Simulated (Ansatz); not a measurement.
# Static equation of state of random rock-salt alloy of HfC and HfN (512 atoms)

The cell holds 512 atoms: 256 Hf, 224 N and 32 C. Its edges and angles: a = 18.247 Å, b = 18.251 Å, c = 18.253 Å, α = 90.0°, β = 90.0°, γ = 90.0°. It derives from HfC and HfN (rock-salt), repeated 4×4×4. The starting structure: Rock-salt HfC, 4 x 4 x 4 conventional cells, 224 of 256 C sites given to N at random (x = 0.875), lattice by Vegard's rule (a = 4.539 Å); not relaxed, displaced by a Gaussian of 0.02 Å.

Calculated with Ansatz 0.2.0: Kohn-Sham DFT, PBE, PAW (set soft_2), plane waves; cutoff 420 eV, Γ point, gaussian smearing of 0.025 eV. Cell and atoms were relaxed first, to V0 = 11.872 Å³ an atom at a residual P0 = -0.039 GPa. The cell was then scaled evenly, and the atoms were relaxed at each volume.

```
volume (Å³/atom)  pressure (GPa)
          10.685           34.10
          11.160               ?
          11.516           8.378
          12.228          -7.217
          12.584          -13.37
```

**Question.** Fit the third-order Birch–Murnaghan equation to the rows given and interpolate to the withheld row.

Worked fit:

Take the Eulerian strain f = ½[(V0/V)^(2/3) − 1] and the normalised pressure F = (P − P0) / [3f(1 + 2f)^(5/2)]. The third-order Birch–Murnaghan equation is then the line F = B0 + (3/2)B0(B′ − 4) f, so u = f and v = F.

| u = f | v = F (GPa) |
| --- | --- |
| 0.0363830 | 262.411 |
| 0.0102567 | 260.004 |
| -0.00975639 | 257.633 |
| -0.0190507 | 256.967 |

With n = 4: mean u = 0.00445816, mean v = 259.254, Σ(u − ū)² = 0.0018075, Σ(u − ū)(v − v̄) = 0.18192. Slope b = 0.18192 / 0.0018075 = 100.64; intercept a = v̄ − b ū = 258.81.

So B0 = a = 259 GPa and B′ = 4 + 2b/(3a) = 4.26. At the withheld volume f = 0.02106, F = a + b f = 260.9 GPa, and P = P0 + 3f(1 + 2f)^(5/2) F.

Prediction at 11.160: 18.23 GPa. The run gave 18.25 GPa, so the fit is low by 0.019 GPa (0.10 % of the value).

B′ = 4.3 lies in the range of 3 to 6 that is common for dense crystals. Among the rows given, the largest miss of the fit is at 10.685, by 0.0073 GPa (0.015 % of the range of the table).

Limits: Static cells at zero temperature; the cell shape is held. The program notes that the SCF threshold of these relaxations is loose for the stress. Only the Γ point is sampled, in a cell whose shortest periodic width is 18 Å, which is coarse for a cell with partly filled levels.

[Long decimals in the printed logs are rounded to 6 places.]

[Logs are printed without paths, hosts, clocks, repeated set-up lines and the standing remarks that a program may print on its own settings, such as how far it seeks lower states.]

[Hosts, paths, dates, database ids (printed as entryN), source tags and the programs' standing remarks are cut or masked in the printed files.]
